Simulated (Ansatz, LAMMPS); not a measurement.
# Static equation of state of amorphous 64HfO2-36SiO2 (mol %) (84 atoms)

Density of this cell: 6.48 g/cm³. The cell holds 84 atoms: 18 Hf, 10 Si and 56 O. Cell: a = 10.398 Å, b = 10.450 Å, c = 10.359 Å, α = 91.3°, β = 91.3°, γ = 87.8°. The starting structure: 84 atoms (18 Zr, 10 Si, 56 O) placed at random at 3.92 g/cm³, melted at 5000 K for 10 ps at fixed volume with the Morse and Coulomb pair potential with partial charges (Pedone, Malavasi, Menziani, Cormack and Segre, J. Phys. Chem. B 110, 11780 (2006)). Quenched from 5000 K to 300 K at 50 K/ps and fixed volume, held 5 ps, then minimised at fixed cell. Then Zr was replaced by Hf (the potential has no terms for the new elements, so the cell is a start for a DFT relaxation).

Calculated with Ansatz 0.2.0: Kohn-Sham DFT, PBE, PAW (set soft_2), plane waves; cutoff 420 eV, Γ point, gaussian smearing of 0.025 eV. Cell and atoms were relaxed first, to V0 = 13.383 Å³ an atom at a residual P0 = -0.023 GPa. The cell was then scaled evenly, and the atoms were relaxed at each volume.

| volume (Å³/atom) | pressure (GPa) |
| --- | --- |
| 12.045 | ? |
| 12.580 | 5.903 |
| 12.981 | 2.980 |
| 13.784 | -2.753 |
| 14.186 | -4.253 |

**Question.** Fit the third-order Birch–Murnaghan equation to the rows given and extrapolate to the withheld row.

**Working.**

Take the Eulerian strain f = ½[(V0/V)^(2/3) − 1] and the normalised pressure F = (P − P0) / [3f(1 + 2f)^(5/2)]. The third-order Birch–Murnaghan equation is then the line F = B0 + (3/2)B0(B′ − 4) f, so u = f and v = F.

```
      u = f  v = F (GPa)
  0.0210565      84.6081
  0.0102570      92.7405
-0.00975668      97.9751
 -0.0190504      81.5650
```

With n = 4: mean u = 6.2660e-4, mean v = 89.2222, Σ(u − ū)² = 0.0010051, Σ(u − ū)(v − v̄) = -5.966e-4. Slope b = -5.966e-4 / 0.0010051 = -0.59356; intercept a = v̄ − b ū = 89.223.

So B0 = a = 89.2 GPa and B′ = 4 + 2b/(3a) = 4.00. At the withheld volume f = 0.03638, F = a + b f = 89.20 GPa, and P = P0 + 3f(1 + 2f)^(5/2) F.

Prediction at 12.045: 11.58 GPa. The run gave 11.35 GPa, so the fit is high by 0.23 GPa (2.1 % of the value).

The series isn't one smooth equation of state: even a line fitted to all rows, the withheld one included, misses F by up to 9.8 %, the count of bonds changes along the series and an atom moves over 0.5 Å in some relaxation. B0 and B′ are then only the numbers of this fit, not moduli of the material. Among the rows given, the largest miss of the fit is at 14.186, by 0.40 GPa (2.5 % of the range of the table).

Limits: Static cells at zero temperature; the cell shape is held. The program notes that the SCF threshold of these relaxations is loose for the stress. The quench rate of 50 K/ps is many orders above laboratory rates, so the cell is likely richer in defects and strain than a real sample. The network of bonds at the start is that of the classical potential that made the cell, and needn't be the one that DFT or experiment would give. Only the Γ point is sampled, in a cell whose shortest periodic width is 10 Å.

[Logs are printed without paths, hosts, clocks, repeated set-up lines and the standing remarks that a program may print on its own settings, such as how far it seeks lower states.]

[Hosts, paths, dates, database ids (printed as entryN), source tags and the programs' standing remarks are cut or masked in the printed files.]
